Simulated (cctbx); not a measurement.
# Absolute structure of Hg3SbTe3SCl

Space group P6_3mc (no. 186), a = 7.7320 Å, b = 7.7320 Å, c = 9.7770 Å, α = 90.00°, β = 90.00°, γ = 120.00°.

| atom | mult. | x | y | z | Ueq (Å²) |
| --- | --- | --- | --- | --- | --- |
| Hg1 | 6 | 0.0090 | 0.5045 | 0.2451 | 0.0119 |
| Te1 | 6 | 0.8541 | 0.7082 | 0.3554 | 0.0125 |
| Sb1 | 2 | 0 | 0 | 0.7350 | 0.0126 |
| Cl1 | 2 | 1/3 | 2/3 | 0.5436 | 0.0186 |
| S1 | 2 | 2/3 | 1/3 | 0.6131 | 0.0204 |

The model is made up (kin elements in a known structure type, no relaxation), so it says nothing on whether the phase exists.

Data sets are simulated with cctbx and refined with Bijvoet mates kept apart; Flack x is then fitted as the share of an inverted twin with the atoms fixed, Hooft y from the Bijvoet differences. The group is acentric but holds improper operations, so there is an absolute structure (orientation) and no hand.

Untwinned crystal. What Flack and Hooft values should come out?

| λ (Å) | extinction (unmodelled) | d min (Å) | top counts | error (%) | model | R1 | Flack x | s.u. | Hooft y | s.u. | pairs |
| --- | --- | --- | --- | --- | --- | --- | --- | --- | --- | --- | --- |
| 0.71073 | 0 | 0.77 | 5000 | 3 | as given | 0.0151 | -0.017 | 0.008 | -0.005 | 0.009 | 222 |
| 0.71073 | 0 | 0.77 | 5000 | 3 | inverted | 0.0801 | 0.994 | 0.011 | 1.039 | 0.009 | 222 |
| 1.54184 | 0 | 0.83 | 70000 | 6 | as given | 0.0112 | -0.019 | 0.009 | -0.003 | 0.011 | 179 |

With Mo Kα, x is within 3 s.u. of 0, so the absolute structure is right. With Cu Kα, x is within 3 s.u. of 0, so the absolute structure is right. Inverting the model turns x into about 1 − x.

A further crystal gives:

```csv
λ (Å),extinction (unmodelled),d min (Å),top counts,error (%),model,R1,Flack x,s.u.,Hooft y,s.u.,pairs
0.71073,0,0.7,40000,6,as given,0.0455,0.499,0.005,0.499,0.004,291
```

**Question.** What is it?

It was simulated as an inversion twin with a fraction 0.5 of the inverted domain. Flack x is over 3 s.u. from both 0 and 1 and reads that fraction.

[Logs are printed without paths, hosts, clocks, repeated set-up lines and the standing remarks that a program may print on its own settings, such as how far it seeks lower states.]
